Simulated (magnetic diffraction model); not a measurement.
## Magnetic neutron pattern of SrVN2O8

Space group P-1 (no. 2), a = 5.3680 Å, b = 7.0940 Å, c = 9.0140 Å, α = 108.68°, β = 101.38°, γ = 97.52°.

| site | atom | x | y | z |
| --- | --- | --- | --- | --- |
| 2i | Sr | 0.7620 | 0.2325 | 0.9650 |
| 2i | V | 0.3303 | 0.1607 | 0.4413 |
| 2i | O | 0.3806 | 0.0293 | 0.6176 |
| 2i | O | 0.0455 | 0.9017 | 0.3012 |
| 2i | O | 0.5223 | 0.3860 | 0.5953 |
| 2i | O | 0.1766 | 0.4464 | 0.1238 |
| 2i | O | 0.7289 | 0.0201 | 0.1377 |
| 2i | O | 0.3690 | 0.2324 | 0.2671 |
| 2i | O | 0.0087 | 0.2352 | 0.4268 |
| 2i | O | 0.3564 | 0.5321 | 0.8272 |
| 2i | N | 0.1527 | 0.9629 | 0.6955 |
| 2i | N | 0.5807 | 0.5663 | 0.7673 |

The compound is invented for this exercise: a known structure type with other elements, its cell scaled to their sizes and not relaxed.

Only V is taken to order (form factors of V4+); orders and moment sizes are assumed, and not adapted to the symmetry. Radiation: neutrons of λ = 2.41 Å, 5° to 40°; isotropic B of 0.59 Å² (Sr), 0.66 Å² (V), 0.98 Å² (O) and 0.98 Å² (N). Simulated constant-wavelength pattern: nuclear and magnetic terms add, the magnetic one as |2.695 fm × Σ f S⊥ exp(2πi Q·r) exp(−B s²)|², summed over all Q at one angle with the factor 1/(sin²θ cos θ). For collinear order S is the moment m, which repeats by lattice and centring translations R with the sign exp(−2πi k·R). Free-ion form factors, Sears's scattering lengths of 1992, no absorption; a label names one of the reflections at its angle. The strongest nuclear line in the range is 100, and lines under 0.2 are left out.

Assume the order k = (1/2 1/2 1/2), collinear moments along [111], 0.66 μB on V; signs + at (0.3303, 0.1607, 0.4413), − at (0.6697, 0.8393, 0.5587).

Predict the pattern, nuclear and magnetic parts apart.

```
2θ (°)           index  nuclear  magnetic
 16.78         (0 0 1)      1.0       0.0
 17.27  (1/2 -1/2 1/2)      0.0       0.2
 17.37  (1/2 1/2 -1/2)      0.0       2.0
 17.58  (-1/2 1/2 1/2)      0.0       0.8
 21.13         (0 1 0)      4.9       0.0
 21.83        (0 1 -1)      0.4       0.0
 25.09  (1/2 1/2 -3/2)      0.0       0.8
 27.08         (1 0 0)     14.6       0.0
 28.05        (1 0 -1)      4.4       0.0
 29.95  (-1/2 1/2 3/2)      0.0       0.3
 30.80        (1 -1 0)     58.7       0.0
 30.97  (1/2 -3/2 1/2)      0.0       0.2
 31.56         (0 1 1)     82.9       0.0
 33.94         (0 0 2)     77.9       0.0
 34.95        (1 -1 1)      1.0       0.0
 35.16        (1 1 -1)     69.5       0.0
 35.60        (-1 1 1)    100.0       0.0
 35.62         (1 0 1)      0.2       0.0
 35.70  (1/2 -3/2 3/2)      0.0       0.3
 37.85        (1 0 -2)     30.8       0.0
 38.07         (1 1 0)     83.1       0.0
```

The strongest magnetic line in the range is (1/2 1/2 -1/2) at 17.37° (2.0). On top of the Lorentz factor, which all lines share, magnetic lines fade with angle because f falls: for V4+ it is 0.90, 0.67, 0.42 and 0.10 at sin θ/λ = 0.1, 0.2, 0.3 and 0.5 Å⁻¹, while nuclear lengths stay constant. The order has no net moment.

[Logs are printed without paths, hosts, clocks, repeated set-up lines and the standing remarks that a program may print on its own settings, such as how far it seeks lower states.]
